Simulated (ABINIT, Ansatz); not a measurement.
**A GW run on Ba2MgH6 (P-3m1) in ABINIT, with inputs changed**

A base run on Ba2MgH6 (P-3m1), then changed inputs.

Calculated with ABINIT 10.8.3; LDA and many-body steps on it, plane waves.

This is a report of a sequence of runs, with most program output left out.

## Step 1: The starting structure

Symmetry: P-3m1, No. 164, trigonal system. The conventional cell has a = 5.718 Å, b = 5.718 Å, c = 4.538 Å, α = 90.00°, β = 90.00°, γ = 120.00°. Nearest to Ba lie 12 H at 2.75 to 2.87 Å. Nearest to Mg lie 6 H at 1.97 Å. Nearest to H lie 1 Mg at 1.97 Å and 4 H at 2.65 to 2.80 Å and 4 Ba at 2.75 to 2.87 Å. Farther neighbours are not listed.

The cell and positions are those that the Materials Project relaxed with its own functionals (PBE, PBE+U or r2SCAN), kept fixed. Spin-orbit coupling is left out unless a step names it.

## Step 2: Screening, 3×3×2 mesh, 103 bands, screening to 114.3 eV

This step: ABINIT 10.8.3; RPA screening on LDA, plane waves, norm-conserving pseudopotentials.

The RPA dielectric matrix is built and inverted for each q.

run.abi reads:

```
acell 3*1.0 Angstrom
rprim 
  5.717818886904 0.000000000024 0.000000000000
  -2.858909443473 4.951776410285 0.000000000000
  0.000000000000 0.000000000000 4.538310090000
ntypat 3
znucl 56 12 1
natom 9
typat 1 1 2 3 3 3 3 3 3
xred 
  0.666666666667 0.333333333333 0.267038260000
  0.333333333333 0.666666666667 0.732961740000
  0.000000000000 0.000000000000 0.000000000000
  0.829634400000 0.659268800000 0.775326710000
  0.829634400000 0.170365600000 0.775326710000
  0.340731200000 0.170365600000 0.775326710000
  0.170365600000 0.340731200000 0.224673290000
  0.170365600000 0.829634400000 0.224673290000
  0.659268800000 0.829634400000 0.224673290000
pp_dirpath "pseudos"
pseudos "Ba.upf, Mg.upf, H.upf"
ecut 38
ngkpt 3 3 2
nshiftk 1
shiftk 0 0 0
kptopt 1
chksymbreak 0
istwfk *1
occopt 1
irdwfk 1
optdriver 3
nband 103
ecuteps 4.2
inclvkb 2
awtr 1
symchi 1
indata_prefix "in"
outdata_prefix "out"
tmpdata_prefix "tmp"
```

The run is started by

```
$ OMP_NUM_THREADS=1 mpirun -n 4 abinit run.abi > log
```

Elapsed: 28 s, on 4 MPI ranks of Arm Neoverse V2, shared host; peak memory 1.4 GiB; 1.8 min of CPU time.

Numbers from this step:

| Property | Result |
| --- | --- |
| ε∞ with local fields, on this mesh, along the program's q direction | 6.116 |
| the same without local fields | 6.835 |
| plasma frequency | 19.65 eV |
| plane waves in the screening matrix | 355 |

Local fields lower ε∞ by 11 %. On a Γ-centred mesh this coarse the value itself is usually too large, while a short band sum pulls it down.

## Step 3: Base

The self-energy is evaluated for the states that the input lists, and the levels follow from it, in one-shot runs by the linearised quasiparticle equation.

This step: G0W0 on LDA, plane waves, norm-conserving pseudopotentials.

run.abi, as its differences from that of step 2:

```diff
@@ -30,8 +30,17 @@
 irdwfk 1
-optdriver 3
+optdriver 4
 nband 103
+gwcalctyp 0
+ecutsigx 38
+symsigma 1
+nkptgw 2
+kptgw 
+  0.3333333333 0.0000000000 0.0000000000
+  0.0000000000 0.0000000000 0.0000000000
+bdgw 
+  17 20
+  17 21
 ecuteps 4.2
-inclvkb 2
-awtr 1
-symchi 1
+irdscr 1
+ppmodel 1
 indata_prefix "in"
```

Elapsed: 13 s, on 4 MPI ranks; peak memory 1.1 GiB.

This step gave:

| Quantity | Value |
| --- | --- |
| G0W0 gap on the points computed | 4.19 eV |
| starting gap on the mesh | 2.607 eV |
| k of the valence top | 0.3333, 0, 0 |
| k of the conduction bottom | 0, 0, 0 |
| Z at the valence top | 0.782 |
| Z at the conduction bottom | 0.822 |
| least direct G0W0 gap on the computed points | 4.295 eV |

The gap on the mesh goes from 2.61 eV to 4.19 eV, a correction of +1.58 eV.

## Step 4: Broadening of the poles

run.abi, as its differences from that of step 3:

```diff
@@ -45,2 +45,3 @@
 ppmodel 1
+zcut 1.0 eV
 indata_prefix "in"
```

Run time: 13 s. Hardware: 4 MPI ranks; peak memory 1.1 GiB.

Numbers from this step:

```
G0W0 gap on the points computed              : 4.19 eV
starting gap on the mesh                     : 2.607 eV
k of the valence top                         : 0.3333, 0, 0
k of the conduction bottom                   : 0, 0, 0
Z at the valence top                         : 0.782
Z at the conduction bottom                   : 0.822
least direct G0W0 gap on the computed points : 4.295 eV
```

Against G0W0 in ABINIT (3×3×2 mesh, 103 bands, screening to 114.3 eV, Godby-Needs plasmon pole), the gap moves by +0.000 eV.

## Step 5: Contour deformation on a plasmon-pole file

run.abi, as its differences from that of step 4:

```diff
@@ -32,3 +32,3 @@
 nband 103
-gwcalctyp 0
+gwcalctyp 2
 ecutsigx 38
@@ -44,4 +44,2 @@
 irdscr 1
-ppmodel 1
-zcut 1.0 eV
 indata_prefix "in"
```

The job ended after 3.3 s (4 MPI ranks; peak memory 0.9 GiB).

The run stopped with an error after 3.3 s.

The fault put into this input: contour deformation on a plasmon-pole file.

## Step 6: The runs together

Times are wall times on 4 MPI ranks of Arm Neoverse V2, shared host, good to a factor of about two. A run's time includes the screening step that it read.

| run | mesh | bands | screening cutoff (eV) | DFT gap (eV) | gap on the mesh (eV) | direct (eV) | ε∞ used | time |
| --- | --- | --- | --- | --- | --- | --- | --- | --- |
| base | 3×3×2 | 103 | 114.3 | 2.607 | 4.190 | 4.295 | 6.12 | 41 s |
| broadening of the poles | 3×3×2 | 103 | 114.3 | 2.607 | 4.190 | 4.295 | 6.12 | 41 s |

## Step 7: Outcome

```yaml
base: 4.190 eV
broadening_of_the_poles: 4.190 eV
known_limits: not at the basis limit; no spin-orbit coupling; coarse k mesh
```

Broadening of the poles: no change against base (keys changed: zcut). Bands and cutoff are finite, so the gap is not at the basis limit. The miss can reach some tenths of an eV and take either sign; the mesh is an error of its own. In the G0W0 runs levels were corrected at 2 k points alone, so a gap called «on the mesh» is the least over those, and an edge elsewhere would be missed. The 3×3×2 mesh is coarse for this cell, which bears on the long-range parts of exchange and screening. The many-body steps are scalar-relativistic: spin-orbit coupling is not in them.

[Paths, hosts, dates, memory and timing lines, banners, echoed tables and standing remarks are left out of the program output.]

[Logs are printed without paths, hosts, clocks, repeated set-up lines and the standing remarks that a program may print on its own settings, such as how far it seeks lower states.]

[Runs of the session that timed out or met a known fault of the program may be left out.]

[Hosts, paths, dates, database ids (printed as entryN), source tags and the programs' standing remarks are cut or masked in the printed files.]

[G0W0 gaps are taken among the corrected bands and points alone; a level outside them can change the order at an edge.]

[Where Ansatz stands beside ABINIT at settings called matched, ABINIT's density can come from a denser mesh and the files from another edition; pairs whose starting gaps differed by over 0.03 eV were left out, so agreement reads better than it is.]
